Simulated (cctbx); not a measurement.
# Lattice, Laue class and space group of a new crystal

Cell: a = 6.7450 Å, b = 6.7450 Å, c = 17.7510 Å, α = 90.00°, β = 90.00°, γ = 120.00°. Expected content of the cell: Br18 Ni3 Fe3.

Simulated single-crystal data (cctbx): synchrotron X-rays, λ = 0.4959 Å, to d = 0.84 Å, 80 % of the full sphere, strongest reflection 5000 counts, noise from counting, a 6 % proportional error and a noise floor of 4 counts (s.d.); no absorption.

Tests on the unmerged data give:

```text
3909 reflections to d = 0.840 A
centring   violations  <I/sigma> of those
    A        601 of  1938      3.7
    B        602 of  1952      3.7
    C        597 of  1982      3.6
    I        607 of  1961      3.7
    R          1 of  2583     -0.0
    F        900 of  2936      3.7
Laue class    unique    Rint  (classes that these axes allow; Friedel mates merged)
R -3 :H           279   0.054
R -3 m :H         180   0.063
space group    extra absences  I>4sigma  <I/sigma>
R 3 2 :H                0          0         -  acentric
R 3 m :H                0          0         -  acentric
R -3 m :H               0          0         -  centric
Wilson B = 0.50 A^2   <|E^2-1|> = 0.716 (0.968 centric, 0.736 acentric)   E^2>4: 0.0 %
shell (A)         n   <I/sigma>
 5.92 - 1.67     28     21.8
 1.67 - 1.33     24     25.3
 1.33 - 1.16     22     26.6
 1.16 - 1.06     22     26.8
 1.06 - 0.98     20     25.7
 0.98 - 0.92     23     22.1
 0.92 - 0.88     20     26.5
 0.88 - 0.84     21     21.3
```

**Question.** What are the lattice type, the Laue class and the likely space group?

The reflections that R centring forbids are absent (⟨I/σ⟩ near 0), so the lattice is R.

Rint stays low (0.054 to 0.063) up to R -3 m :H, the highest class in these axes.

3 settings pass the absence test. No glide or screw absences show, which leaves R 3 2, R 3 m and R -3 m.

⟨|E²−1|⟩ = 0.716 leans to a non-centrosymmetric structure. Here that hint misleads, because twinning averages intensities and lowers the statistic. The Wilson B of 0.50 Å² means U ≈ 0.0063 Å².

The true group is R-3 (no. 148), Laue class -3, centrosymmetric. It isn't in the list: the twinning raises the apparent Laue symmetry.

The crystal is twinned by the law (-1 0 0 -1 1 0 0 0 -1) with a minor fraction of 0.47; Rint in the higher class falls towards the noise as the fraction nears 1/2.

The model is made up (kin elements in a known structure type, no relaxation), so it says nothing on whether the phase exists.

[Logs are printed without paths, hosts, clocks, repeated set-up lines and the standing remarks that a program may print on its own settings, such as how far it seeks lower states.]
